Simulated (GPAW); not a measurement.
Consider N (P4_2/mnm).

```
N
1.0
     4.08406    0.00000    0.00000
     0.00000    4.08406    0.00000
     0.00000    0.00000    5.34591
N
4
Cartesian
  1.6511 2.4330 2.6730
  0.3909 0.3909 0.0000
  2.4330 1.6511 2.6730
  3.6931 3.6931 0.0000
```

Absorber: atom 1, with 1 N at 1.11 Å (terminal, site symmetry m2m). Method: GPAW, LDA, full core hole (charged cell), 16-atom cell with 7.9 Å between holes, 4×4×4 k points, dipole transitions, Gaussian full width 0.9 eV up to 4 eV, rising linearly to 3.5 eV at 25 eV.

Where do the maxima of the N K edge fall?

Main maxima up to 24 eV above the zero (height): 0.0 eV (16.63) and 16.0 eV (2.17). A K edge sees empty p states on the absorber. The total-energy difference plus the lowest empty eigenvalue puts the zero at 402.30 eV. One term is added: -7.76 eV, since the hole is spin-paired here and a spin-polarised one costs that much less in the free atom (computed apart). The photon energy is then 394.54 eV. The functional and the charged cell's background leave an error in such absolute values: in the free atom LDA prices this hole 3.5 eV below PBE (computed apart), and PBE is itself good to a few eV.

The N K spectrum (energy from the lowest empty level; intensity scaled to a mean of 1 over the first 20 eV; polarised curves are means over the symmetry-equivalent atoms):

```
E (eV)  isotropic  ε ⊥ c  ε ∥ c
  -2.0       0.00   0.00   0.00
  -1.0       0.44   0.30   0.73
   0.0      16.63  12.37  25.15
   1.0       0.67   0.55   0.92
   2.0       0.00   0.00   0.00
   3.0       0.00   0.00   0.00
   4.0       0.00   0.00   0.00
   5.0       0.00   0.00   0.00
   6.0       0.03   0.04   0.01
   7.0       0.10   0.12   0.07
   8.0       0.04   0.04   0.03
   9.0       0.12   0.13   0.08
  10.0       0.41   0.38   0.49
  11.0       0.58   0.54   0.64
  12.0       0.48   0.42   0.61
  13.0       0.81   0.69   1.03
  14.0       1.25   1.44   0.85
  15.0       1.81   2.46   0.51
  16.0       2.17   3.02   0.45
  17.0       1.75   2.38   0.49
  18.0       1.24   1.60   0.52
  19.0       1.04   1.30   0.51
  20.0       0.92   1.15   0.48
  21.0       0.83   1.01   0.46
  22.0       0.79   0.92   0.53
  23.0       0.80   0.86   0.67
  24.0       0.82   0.82   0.84
  25.0       0.85   0.78   0.99
  26.0       0.88   0.79   1.07
  27.0       0.92   0.85   1.06
  28.0       0.96   0.94   0.99
  29.0       0.96   0.98   0.91
  30.0       0.89   0.93   0.82
  31.0       0.79   0.82   0.73
  32.0       0.70   0.73   0.65
```

The mesh is coarse (0.27 Å⁻¹ between points), so small maxima may be mesh ripples. Lifetime broadening is put in by hand, and intensities beyond about 20 eV depend on it and on the partial waves; weight that the partial waves miss at high energy is lost. The structure is a computed Materials Project entry and may be a hypothetical form.

[Banner, clock and machine lines of the logs are left out without a mark of their own.]

[Logs are printed without paths, hosts, clocks, repeated set-up lines and the standing remarks that a program may print on its own settings, such as how far it seeks lower states.]

[Hosts, paths, dates, database ids (printed as entryN), source tags and the programs' standing remarks are cut or masked in the printed files.]

[Lists of maxima count a maximum above −3 eV only where it reaches 4 % of the highest in the window and stands out from its surroundings by 2 % of it (1.5 % where it reaches 55 %); shoulders and weaker maxima are passed over, and of the rest the first, up to two pre-edge ones and the few strongest are named.]
